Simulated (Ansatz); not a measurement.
**How fast states decay through CdB2Se2O2**

Aim: relax a made-up compound, CdB2Se2O2, and see how good a tunnel barrier it would be. It is built by putting B for Ga, O for S in the CdGa2Se2S2 structure of space group C2, with the volume rescaled by atomic radii. The parent structure comes from the Materials Project.

Main program and level: Ansatz 0.2.0; r2SCAN DFT, plane waves, PAW files, in the first sound run; inputs show where later runs differ.

The structure was built from a prototype and need not be the compound's stable phase.

### Step 1. Set-up

It takes space group C2 (No. 5, monoclinic). The conventional cell has a = 7.213 Å, b = 9.515 Å, c = 5.131 Å, α = 90.00°, β = 133.63°, γ = 90.00°. Nearest to Cd lie 2 O at 2.31 Å and 2 Se at 2.40 Å. Nearest to B lie 2 O at 2.07 Å and 2 Se at 2.18 Å. B has 2 O at 2.07 Å and 2 Se at 2.19 Å nearest. Nearest to Se lie 2 B at 2.18 to 2.19 Å and 1 Cd at 2.40 Å. Nearest to O lie 2 B at 2.07 Å and 1 Cd at 2.31 Å. It derives from CdGa2Se2S2. B for Ga, O for S in the CdGa2Se2S2 structure of space group C2. Farther neighbours and most contacts between anions are not listed.

### Step 2. Cell and atoms at rest

The substituted atoms don't fit the parent's cell, so cell and atoms relax together. A small smearing keeps the run stable in case the gap closes on the way.

Contents of input.yaml:

```yaml
crystal:
  lattice:
    - [3.6067496495, -4.7577427949, 0.0]
    - [3.6067496495, 4.7577427949, 0.0]
    - [-3.5400720385, 0.0, 3.7141529802]
  atoms:
    - { symbol: Cd, position: [0.996323, 0.003677, 0.0] }
    - { symbol: B, position: [0.2542415, 0.7457585, 0.5] }
    - { symbol: B, position: [0.4952865, 0.5047135, 0.0] }
    - { symbol: Se, position: [0.413308, 0.139237, 0.53426] }
    - { symbol: Se, position: [0.860763, 0.586692, 0.46574] }
    - { symbol: O, position: [0.144405, 0.414327, 0.019846] }
    - { symbol: O, position: [0.585673, 0.855595, 0.980154] }
kpoints:
  mp_grid: { grid: [6, 6, 6] }
scf:
  occupations: { method: gaussian, width: 0.03 }
hamiltonian:
  xc: r2scan
output:
  forces: true
  stress: true
relax:
  f_tol: 0.02
  max_steps: 60
  cell: {}
```

Command:

```bash
$ ansatz run input.yaml --threads 2 --pin off --max-ram 4096MiB --backend cpu --events-out ev --progress --plain --runs-dir out
```

Numbers of over 12 decimals in the logs are rounded to 6 here.

The log of the run:

```text
Engine: ansatz 0.2.0, x86_64-unknown-linux-gnu
Pseudopotentials: kind: paw
Pseudopotential: Cd, paw, valence charge 20, recommended cutoff 500 eV (meta_gga), Cd.paw.azcp
Pseudopotential: B, paw, valence charge 3, recommended cutoff 500 eV (meta_gga), B.paw.azcp
Pseudopotential: Se, paw, valence charge 16, recommended cutoff 500 eV (meta_gga), Se.paw.azcp
Pseudopotential: O, paw, valence charge 6, recommended cutoff 500 eV (meta_gga), O.paw.azcp
Functional definition: r2SCAN
  parameter k0 = 0.174
  parameter k1 = 0.065
  parameter a1 = 4.9479
  exchange = r2scan_x(k0 = k0, k1 = k1, a1 = a1)
  correlation = r2scan_c
Crystal: 7 atoms, lattice volume = 127.470 Å³
Basis set: ecut = 500 eV, 3231 PW (Γ), exchange–correlation on 180×180×160 points (64 copies of the dense FFT grid, shifted against one another)
Bands: 42, of which v1, the nominal top of the filled ones, is band 35 counted from 1 (34 counted from 0)
Symmetry: 2 space group operations
Space group: C2 (ITA 5), of the structure as read, at distance tolerance 5.0e-5 Å
k-points: 68 of 216 (time reversal used)
Non-local potential: Cd, projectors of the file, l = 0: 3, l = 1: 2, l = 2: 2, l = 3: 1
Non-local potential: B, projectors of the file, l = 0: 2, l = 1: 2, l = 2: 1
Non-local potential: Se, projectors of the file, l = 0: 2, l = 1: 2, l = 2: 3, l = 3: 1
Non-local potential: O, projectors of the file, l = 0: 2, l = 1: 2, l = 2: 1
PAW form: soft (Blöchl's): semilocal exchange-correlation on the pseudo side does not see the compensation charge
PAW frozen core: Cd, regenerated for the run's functional (the file was generated under x = pbe(κ = 0.804, μ = 0.219515), c = pbe(β = 0.066725))
PAW frozen core: B, regenerated for the run's functional (the file was generated under x = pbe(κ = 0.804, μ = 0.219515), c = pbe(β = 0.066725))
PAW frozen core: Se, regenerated for the run's functional (the file was generated under x = pbe(κ = 0.804, μ = 0.219515), c = pbe(β = 0.066725))
PAW frozen core: O, regenerated for the run's functional (the file was generated under x = pbe(κ = 0.804, μ = 0.219515), c = pbe(β = 0.066725))
PAW one-centre angular grid: Cd, 590 points (default); XC on 160 Gauss nodes
PAW one-centre angular grid: B, 302 points (default); XC on 160 Gauss nodes
PAW one-centre angular grid: Se, 590 points (default); XC on 160 Gauss nodes
PAW one-centre angular grid: O, 302 points (default); XC on 160 Gauss nodes
Initial density: superposition of atomic densities (neutral atoms: chi_scale 0, normalization atom), corrected by the library's trained network
Initial wavefunctions: pseudopotential atomic-orbital guess
Functional: x = r2scan, c = r2scan; τ floored in thin density (d = 2e-4 eV/Å³)
SCF iter   1: F=—  HF=-20669.335130 eV  |F-HF|=—  |Δ(HF+E_count)|=         —  Δρ=9.27e-3  dr2=1.58e-1  dr2_τ=8.99e-2  ethr=1.77e-3  ⟨swp⟩=6.1  Hψ=10591  notcnv=0
preconditioner: auto → Resta (q_TF=auto, 2.469 Å⁻¹)  ε∞=4.8  [insulator: Δε(μ)=1.658 eV  Ē_g=10.966 eV  σ=0.030 eV  W_gap=1.00  n_scr=34 (ndim 8)  ℏωp=21.3 eV  f_vac=0.063  D(μ)=0.00/eV (n_scr^D=0)  ε∞_Penn≈4.8]
SCF iter   2: F=—  HF=-20669.358708 eV  |F-HF|=—  |Δ(HF+E_count)|=   2.36e-2  Δρ=5.24e-3  dr2=2.08e-2  dr2_τ=5.14e-3  ethr=2.26e-4  ⟨swp⟩=2.6  Hψ=4751  notcnv=0  defer=157
SCF iter   3: F=—  HF=-20669.356847 eV  |F-HF|=—  |Δ(HF+E_count)|=   1.86e-3  Δρ=2.37e-3  dr2=7.62e-3  dr2_τ=7.38e-4  ethr=2.98e-5  ⟨swp⟩=2.0  Hψ=4446  notcnv=0  defer=89
automatic band count: iteration 3 solves 41 bands in place of 42: the levels show a gap, and the empty bands left out lie too high to hold charge; the band table lists the bands solved (type scf.n_extra_bands for more)
SCF iter   4: F=—  HF=-20669.356245 eV  |F-HF|=—  |Δ(HF+E_count)|=   6.02e-4  Δρ=7.99e-4  dr2=6.19e-4  dr2_τ=5.46e-5  ethr=1.09e-5  ⟨swp⟩=2.0  Hψ=3747  notcnv=0  defer=89
SCF iter   5: F=—  HF=-20669.356308 eV  |F-HF|=—  |Δ(HF+E_count)|=   6.27e-5  Δρ=2.05e-4  dr2=7.23e-5  dr2_τ=2.93e-6  ethr=8.85e-7  ⟨swp⟩=2.6  Hψ=4353  notcnv=0  defer=89
SCF iter   6: F=—  HF=-20669.356398 eV  |F-HF|=—  |Δ(HF+E_count)|=   9.00e-5  Δρ=6.70e-5  dr2=6.73e-6  dr2_τ=2.31e-7  ethr=1.03e-7  ⟨swp⟩=2.0  Hψ=4846  notcnv=0  defer=89
SCF iter   7: F=—  HF=-20669.356400 eV  |F-HF|=—  |Δ(HF+E_count)|=   2.20e-6  Δρ=2.56e-5  dr2=9.02e-7  dr2_τ=5.11e-8  ethr=9.62e-9  ⟨swp⟩=2.0  Hψ=3898  notcnv=0  defer=89
SCF iter   8: F=-20669.356400 eV  HF=-20669.356400 eV  |F-HF|=7.45e-9  |Δ(HF+E_count)|=   7.91e-8  Δρ=6.24e-6  dr2=4.62e-8  dr2_τ=1.98e-9  ethr=1.43e-10  ⟨swp⟩=3.0  Hψ=11316  notcnv=0
SCF 1 converged in 8 iterations: F = -20669.356400 eV  dr2 = 4.62e-8
  greatest PAW one-centre occupation: 1.002 electrons in one spin orbital (limit 2), on the Cd atom at site 0 (counted from 0), in its partial waves of l = 1
relax step   1: F+E_penalty+E_count = -20669.35640029 eV  Δ(F+E_penalty+E_count) = +0.000e0 eV  max|allowed force component| = 2.987e0 eV/Å  Δτ_max = 0.0000 Å  P = -15.476 GPa  Ω = 127.470 Å³  (8 SCF iters, dr2 threshold 1.00e-7 eV, accepted)
Crystal: 7 atoms, lattice volume = 117.721 Å³
Basis set: ecut = 500 eV, 2993 PW (Γ), exchange–correlation on 180×180×160 points (64 copies of the dense FFT grid, shifted against one another)
Initial density: handed on by an earlier stage of this run
Initial wavefunctions: those handed on with the density
iter 1 solved again at ethr=5.20e-4 eV; its pass at ethr=3.10e-3 eV (dr2=3.64e-1 eV) is discarded
SCF iter   1: F=—  HF=-20672.364669 eV  |F-HF|=—  |Δ(HF+E_count)|=         —  Δρ=2.68e-2  dr2=3.66e-1  dr2_τ=4.28e0  ethr=5.20e-4  ⟨swp⟩=1.0  Hψ=13454  notcnv=0
automatic band count: iteration 1 solves 40 bands in place of 42: the levels show a gap, and the empty bands left out lie too high to hold charge; the band table lists the bands solved (type scf.n_extra_bands for more)
preconditioner: auto → Resta (q_TF=auto, 2.502 Å⁻¹)  ε∞=4.9  [insulator: Δε(μ)=1.785 eV  Ē_g=11.185 eV  σ=0.030 eV  W_gap=1.00  n_scr=32 (ndim 8)  ℏωp=22.2 eV  f_vac=0.049  D(μ)=0.00/eV (n_scr^D=0)  ε∞_Penn≈4.9]
SCF iter   2: F=—  HF=-20672.619568 eV  |F-HF|=—  |Δ(HF+E_count)|=   2.55e-1  Δρ=1.22e-2  dr2=7.89e-2  dr2_τ=6.58e-3  ethr=5.20e-4  ⟨swp⟩=3.2  Hψ=5739  notcnv=0
SCF iter   3: F=—  HF=-20672.620585 eV  |F-HF|=—  |Δ(HF+E_count)|=   1.02e-3  Δρ=2.55e-3  dr2=4.69e-3  dr2_τ=4.70e-4  ethr=1.13e-4  ⟨swp⟩=2.3  Hψ=4719  notcnv=0  defer=68
SCF iter   4: F=—  HF=-20672.621994 eV  |F-HF|=—  |Δ(HF+E_count)|=   1.41e-3  Δρ=7.46e-4  dr2=7.52e-4  dr2_τ=4.28e-5  ethr=6.71e-6  ⟨swp⟩=2.0  Hψ=4324  notcnv=0  defer=68
[...]
SCF 3 converged in 8 iterations: F = -20675.340794 eV  dr2 = 2.15e-7
relax step   3: F+E_penalty+E_count = -20675.34079429 eV  Δ(F+E_penalty+E_count) = -2.719e0 eV  max|allowed force component| = 2.389e0 eV/Å  Δτ_max = 0.1949 Å  P = -10.345 GPa  Ω = 107.854 Å³  energy of the carried Pulay correction = +4.400e-3 eV  (8 SCF iters, dr2 threshold 7.00e-7 eV, accepted)
[... from here on, the SCF cycles and remarks between the steps are left out ...]
relax step   4: F+E_penalty+E_count = -20677.06210399 eV  Δ(F+E_penalty+E_count) = -1.721e0 eV  max|allowed force component| = 7.265e-1 eV/Å  Δτ_max = 0.1934 Å  P = +1.710 GPa  Ω = 98.946 Å³  energy of the carried Pulay correction = +6.651e-3 eV  (8 SCF iters, dr2 threshold 7.00e-7 eV, accepted)
relax step   5: F+E_penalty+E_count = -20677.49136747 eV  Δ(F+E_penalty+E_count) = -4.293e-1 eV  max|allowed force component| = 8.985e-1 eV/Å  Δτ_max = 0.0841 Å  P = +3.954 GPa  Ω = 99.016 Å³  energy of the carried Pulay correction = +6.633e-3 eV  (7 SCF iters, dr2 threshold 7.00e-7 eV, accepted)
relax step   6: F+E_penalty+E_count = -20677.77653133 eV  Δ(F+E_penalty+E_count) = -2.852e-1 eV  max|allowed force component| = 7.319e-1 eV/Å  Δτ_max = 0.1856 Å  P = +3.076 GPa  Ω = 98.126 Å³  energy of the carried Pulay correction = +6.867e-3 eV  (8 SCF iters, dr2 threshold 7.00e-7 eV, accepted)
relax step   7: F+E_penalty+E_count = -20677.88106830 eV  Δ(F+E_penalty+E_count) = -1.045e-1 eV  max|allowed force component| = 6.735e-1 eV/Å  Δτ_max = 0.1034 Å  P = +3.022 GPa  Ω = 100.895 Å³  energy of the carried Pulay correction = +6.143e-3 eV  (7 SCF iters, dr2 threshold 7.00e-7 eV, accepted)
relax step   8: F+E_penalty+E_count = -20677.90376832 eV  Δ(F+E_penalty+E_count) = -2.270e-2 eV  max|allowed force component| = 2.780e-1 eV/Å  Δτ_max = 0.0331 Å  P = -0.110 GPa  Ω = 102.933 Å³  energy of the carried Pulay correction = +5.622e-3 eV  (7 SCF iters, dr2 threshold 7.00e-7 eV, accepted)
relax step   9: F+E_penalty+E_count = -20677.91627320 eV  Δ(F+E_penalty+E_count) = -1.250e-2 eV  max|allowed force component| = 1.171e-1 eV/Å  Δτ_max = 0.0342 Å  P = -0.218 GPa  Ω = 103.137 Å³  energy of the carried Pulay correction = +5.570e-3 eV  (6 SCF iters, dr2 threshold 7.00e-7 eV, accepted)
relax step  10: F+E_penalty+E_count = -20677.91743299 eV  Δ(F+E_penalty+E_count) = -1.160e-3 eV  max|allowed force component| = 7.798e-2 eV/Å  Δτ_max = 0.0171 Å  P = +0.068 GPa  Ω = 103.264 Å³  energy of the carried Pulay correction = +5.538e-3 eV  (5 SCF iters, dr2 threshold 7.00e-7 eV, accepted)
relax step  11: F+E_penalty+E_count = -20677.91824942 eV  Δ(F+E_penalty+E_count) = -8.164e-4 eV  max|allowed force component| = 5.375e-3 eV/Å  Δτ_max = 0.0083 Å  P = -0.001 GPa  Ω = 103.223 Å³  energy of the carried Pulay correction = +5.548e-3 eV  (5 SCF iters, dr2 threshold 3.80e-7 eV, accepted)
relax step  12: F+E_penalty+E_count = -20677.91549679 eV  Δ(F+E_penalty+E_count) = +2.753e-3 eV  max|allowed force component| = 5.649e-3 eV/Å  Δτ_max = 0.0000 Å  P = +0.049 GPa  Ω = 103.223 Å³  stress off target by 1.73e-1 GPa  SCF on the basis re-selected at this cell (its energy is not comparable with the rows above)  (7 SCF iters)
relax step  13: F+E_penalty+E_count = -20677.91558331 eV  Δ(F+E_penalty+E_count) = -8.651e-5 eV  max|allowed force component| = 3.789e-3 eV/Å  Δτ_max = 0.0013 Å  P = +0.023 GPa  Ω = 103.314 Å³  energy of the carried Pulay correction = -2.741e-5 eV  (4 SCF iters, dr2 threshold 7.47e-8 eV, accepted)
iter 1 solved again at ethr=1.54e-7 eV; its pass at ethr=3.10e-3 eV (dr2=1.08e-4 eV) is discarded
SCF iter   1: F=—  HF=-20677.915621 eV  |F-HF|=—  |Δ(HF+E_count)|=         —  Δρ=3.02e-5  dr2=7.77e-8  dr2_τ=1.38e-8  ethr=1.54e-7  ⟨swp⟩=3.8  Hψ=18712  notcnv=0
preconditioner: auto → Resta (q_TF=auto, 2.557 Å⁻¹)  ε∞=4.0  [insulator: Δε(μ)=0.260 eV  Ē_g=13.571 eV  σ=0.030 eV  W_gap=1.00  n_scr=24 (ndim 8)  ℏωp=23.7 eV  f_vac=0.054  D(μ)=0.00/eV (n_scr^D=0)  ε∞_Penn≈4.0]
SCF iter   2: F=—  HF=-20677.915610 eV  |F-HF|=—  |Δ(HF+E_count)|=   1.19e-5  Δρ=1.56e-5  dr2=2.97e-8  dr2_τ=8.14e-8  ethr=1.11e-10  ⟨swp⟩=2.6  Hψ=5290  notcnv=0
SCF iter   3: F=—  HF=-20677.915610 eV  |F-HF|=—  |Δ(HF+E_count)|=   9.50e-7  Δρ=1.47e-6  dr2=1.60e-9  dr2_τ=4.67e-10  ethr=4.24e-11  ⟨swp⟩=2.0  Hψ=4148  notcnv=0
SCF iter   4: F=—  HF=-20677.915610 eV  |F-HF|=—  |Δ(HF+E_count)|=   3.34e-9  Δρ=7.46e-7  dr2=1.87e-10  dr2_τ=1.65e-10  ethr=2.28e-12  ⟨swp⟩=2.0  Hψ=4964  notcnv=0
SCF iter   5: F=-20677.915610 eV  HF=-20677.915610 eV  |F-HF|=1.46e-11  |Δ(HF+E_count)|=   1.83e-9  Δρ=1.53e-7  dr2=1.55e-11  dr2_τ=4.61e-12  ethr=1.00e-12  ⟨swp⟩=5.0  Hψ=10700  notcnv=0
SCF 14 converged in 5 iterations: F = -20677.915610 eV  dr2 = 1.55e-11
relax step  14: F+E_penalty+E_count = -20677.91561048 eV  Δ(F+E_penalty+E_count) = -2.718e-5 eV  max|allowed force component| = 3.786e-3 eV/Å  Δτ_max = 0.0000 Å  P = +0.024 GPa  Ω = 103.314 Å³  stress off target by 4.81e-2 GPa  SCF on the basis re-selected at this cell (its energy is not comparable with the rows above)  (5 SCF iters)
basis re-selected at this cell: Δ(F+E_penalty+E_count) = -2.718e-5 eV, ΔP = +0.000 GPa vs the last step (what re-selecting the basis moved, of the pressure what is left beyond the Pulay correction that the steps carried, after the strain that the cell walked since its last selection, with what the two solves' SCF thresholds leave and, on support functions, any second-order correction that the steps lacked; it is no m [...]
SCF converged after 5 iterations
Free energy (F): -20677.915610 eV
Harris-Foulkes:  -20677.915610 eV  (|F-HF|=1.46e-11)
Internal energy: -20677.915610 eV  (E = F + TS)
E sigma→0 (E₀):  -20677.915610 eV
Fermi energy:    9.033681 eV
--- Per-component energies (eV) ---
  E_band       = -1293.743499
  E_kinetic    = 1195.165396
  E_local      = -9032.013701  (includes V_loc(G=0)·N_el)
  E_nonlocal   = -1038.418180
  E_hartree    = 4257.856593
  E_xc         = -573.319459
  E_vxc        = -749.943536  (∫ρ·V_xc dr)
  E_paw        = -8438.165171  (= ΣΔE_a)
  E_vpaw       = -229.648732  (= ΣTr[D̂ρ^β])
  E_aug_tail   = 0.001770  (compensation charges beyond the density's cutoff)
  E_vtau       = 45.400380  (kinetic-family band-sum trace: ∫τ·v_τ [+ j·A + Jᵃ·Aᵃ] dr)
  E_ewald      = -7044.827779
  E_core_change = -4.195077  (= ΣΔE_core)
  E_smearing   = -0.000000  (= −TS)
  E_closure    = -0.000000  (closes the sum)
  Σ components = -20677.915610   (vs F -20677.915610, Δ=0.00e0)
--- Forces (eV/Å), atoms counted from 1 ---
  atom   1  Cd     0.00000000    -0.00141902     0.00000000
  atom   2  B      0.00000000    -0.00026049     0.00000000
  atom   3  B      0.00000000     0.00289243     0.00000000
  atom   4  Se    -0.00111783    -0.00002323    -0.00130803
  atom   5  Se     0.00111783    -0.00002323     0.00130803
  atom   6  O      0.00133942    -0.00058675    -0.00378607
  atom   7  O     -0.00133942    -0.00058675     0.00378607
  max |Σ_I F_I| component: 7.04e-6 eV/Å
--- Stress (GPa, compression-positive) ---
        0.046857       0.000000       0.007126
        0.000000       0.015443       0.000000
        0.007128       0.000000       0.008312
  P = ⅓ Tr σ = 0.0235 GPa (0.235 kbar)
--- Relaxed structure (12 steps of the walk, 12 accepted, 2 SCFs on fresh bases) ---
  F+E_penalty+E_count = -20677.91561048 eV   max|allowed force component| = 3.786e-3 eV/Å   (the final SCF, on the basis selected at the relaxed cell)
  cell:  # Å, volume = 103.3137 Å³
    - [3.602686, -3.994269, 0.511147]
    - [3.602686, 3.994269, 0.511147]
    - [-3.009715, -7.550468990284241e-17, 3.162735]
  atoms:
    - { symbol: Cd, position: [0.932219, 0.067781, 0.0] }
    - { symbol: B, position: [0.291610, 0.708390, 0.5] }
    - { symbol: B, position: [0.470357, 0.529643, -2.7755575615628914e-17] }
    - { symbol: Se, position: [0.409560, 0.119546, 0.558543] }
    - { symbol: Se, position: [0.880454, 0.590440, 0.441457] }
    - { symbol: O, position: [0.288178, 0.522379, 0.157807] }
    - { symbol: O, position: [0.477621, 0.711822, 0.842193] }
```

Run time: 2.7 min. Hardware: 2 threads of AMD EPYC 9R45, shared host; peak memory 0.97 GiB; 5.2 min of CPU time.

Step by step:

```tsv
step	energy less that of the first step (eV)	largest force component (eV/Å)	pressure (GPa)	volume (Å³)
1	0.0000	2.9866	-15.48	127.47
2	-3.2658	2.5593	-15.02	117.72
3	-5.9844	2.3894	-10.35	107.85
4	-7.7057	0.7265	1.71	98.95
5	-8.1350	0.8985	3.95	99.02
6	-8.4201	0.7319	3.08	98.13
7	-8.5247	0.6735	3.02	100.90
8	-8.5474	0.2780	-0.11	102.93
9	-8.5599	0.1171	-0.22	103.14
10	-8.5610	0.0780	0.07	103.26
11	-8.5618	0.0054	0.00	103.22
12*	-8.5591	0.0056	0.05	103.22
13	-8.5592	0.0038	0.02	103.31
14*	-8.5592	0.0038	0.02	103.31
```

Relaxation steps marked * repeat the geometry before them on a plane-wave basis chosen anew for their cell, so energy and pressure can jump there.

The run keeps the 2 symmetry operations that it works with, so distortions that break them were not tested.

```tsv
cell as run	before	after	change
a (Å)	5.970	5.403	-9.5 %
b (Å)	5.970	5.403	-9.5 %
c (Å)	5.131	4.366	-14.9 %
α (°)	114.63	113.02	-1.4 %
β (°)	114.63	113.02	-1.4 %
γ (°)	105.67	95.33	-9.8 %
volume (Å³/atom)	18.21	14.76	-19.0 %
```

The atoms that moved most (Å, as changes of fractional coordinates times the final cell):

```tsv
atom	dx	dy	dz	length
O6	0.492	-0.143	0.565	0.763
O7	-0.492	-0.143	-0.565	0.763
Cd1	0.000	0.512	0.000	0.512
B2	0.000	-0.299	0.000	0.299
B3	0.000	0.199	0.000	0.199
Se5	0.158	-0.064	-0.065	0.182
Se4	-0.158	-0.064	0.065	0.182
```

This step gave:

| Quantity | Value |
| --- | --- |
| free energy | -20677.9156 eV |
| Fermi energy | 9.034 eV |
| pressure | 0.02354 GPa |

The largest force component on a free atom ends at 0.0038 eV/Å.

### Step 3. The bulk crystal and its band edges

The energy window and the wavevectors of the next steps follow from the band edges, so these are searched first, off the mesh as well.

Contents of input.yaml:

```yaml
crystal:
  lattice:
    - [3.6026855986, -3.9942692931, 0.5111466513]
    - [3.6026855986, 3.9942692931, 0.5111466513]
    - [-3.0097153248, 0.0, 3.1627347491]
  atoms:
    - { symbol: Cd, position: [0.9322193676, 0.0677806324, 0.0] }
    - { symbol: B, position: [0.2916095154, 0.7083904846, 0.5] }
    - { symbol: B, position: [0.4703573757, 0.5296426243, 0.0] }
    - { symbol: Se, position: [0.4095600795, 0.119545669, 0.5585427775] }
    - { symbol: Se, position: [0.880454331, 0.5904399205, 0.4414572225] }
    - { symbol: O, position: [0.2881782338, 0.5223789031, 0.1578071801] }
    - { symbol: O, position: [0.4776210969, 0.7118217662, 0.8421928199] }
kpoints:
  mp_grid: { grid: [6, 6, 6] }
  band_path: { path: [VBM, CBM], npoints: 30 }
scf:
  occupations: { method: fixed }
hamiltonian:
  xc: r2scan
output:
  eigenvalues: true
  write_potential: true
  write_density: true
  volumetric_format: npy
```

The log of the run:

```text
[...]
Crystal: 7 atoms, lattice volume = 103.314 Å³
Basis set: ecut = 500 eV, 2593 PW (Γ), exchange–correlation on 160×160×128 points (64 copies of the dense FFT grid, shifted against one another)
Bands: 42, of which v1, the nominal top of the filled ones, is band 35 counted from 1 (34 counted from 0)
Symmetry: 2 space group operations
[...]
k-points: 68 of 216 (time reversal used)
[...]
SCF iter   1: F=—  HF=-20677.787848 eV  |F-HF|=—  |Δ(HF+E_count)|=         —  Δρ=1.10e-2  dr2=1.40e-1  dr2_τ=4.31e-1  ethr=1.77e-3  ⟨swp⟩=5.0  Hψ=9458  notcnv=0  defer=330
[...]
SCF iter   8: F=-20677.915610 eV  HF=-20677.915610 eV  |F-HF|=1.46e-9  |Δ(HF+E_count)|=   3.85e-8  Δρ=4.25e-6  dr2=1.80e-8  dr2_τ=9.78e-10  ethr=1.43e-10  ⟨swp⟩=10.0  Hψ=11066  notcnv=0
SCF 1 converged in 8 iterations: F = -20677.915610 eV  dr2 = 1.80e-8
[...]
NSCF: frozen V_eff on 68 k-points
[...]
SCF converged after 8 iterations
Free energy (F): -20677.915610 eV
[...]
Internal energy: -20677.915610 eV  (E = F + TS)
E sigma→0 (E₀):  -20677.915610 eV
Fermi energy:    8.903761 eV
[...]
--- Band table (eV; the first three rows and the last of 68) ---
  k-point 0: bands = [... 31 lower, 6.6802, 7.3089, 7.7781, 7.8269, 9.1636, 12.5314, 14.4330, 14.6585, ... 3 higher]
  k-point 1: bands = [... 31 lower, 6.2009, 6.8974, 7.2912, 7.8286, 9.8770, 13.0719, 13.7456, 14.5226, ... 3 higher]
  k-point 2: bands = [... 31 lower, 6.2899, 6.7349, 7.4399, 7.9707, 10.9323, 12.7403, 13.4696, 14.0323, ... 3 higher]
  k-point 67: bands = [... 31 lower, 5.6167, 6.2178, 7.7961, 7.8766, 9.6710, 12.7677, 13.0208, 14.7536, ... 3 higher]
```

Run time: 36 s. Hardware: 2 threads; peak memory 0.76 GiB.

This step gave:

* Fermi energy: 8.904 eV
* gap on the k-mesh: 0.2598 eV
* gap on path: 0.2598 eV, by band count; negative where bands overlap
* direct gap on path: 1.337 eV
* edge places on path: 0, 1.061 1/A along the path

The electronic bands at the labelled points (eV, zero at the Fermi level (highest filled level under fixed occupations); v1 is the highest filled band, c1 the lowest empty one):

```tsv
point	v4	v3	v2	v1	c1	c2	c3	c4
VBM	-2.63	-2.36	-1.22	0.00	3.89	4.27	4.91	5.14
halfway	-2.48	-2.07	-1.66	-1.62	1.88	4.54	5.13	5.39
CBM	-2.22	-1.59	-1.13	-1.08	0.26	3.63	5.53	5.75
```

The searched edges give 0.260 eV, as on the mesh.

(Continued in part 2 of 3.)

[Logs are printed without paths, hosts, clocks, repeated set-up lines and the standing remarks that a program may print on its own settings, such as how far it seeks lower states.]

[Hosts, paths, dates, database ids (printed as entryN), source tags and the programs' standing remarks are cut or masked in the printed files.]
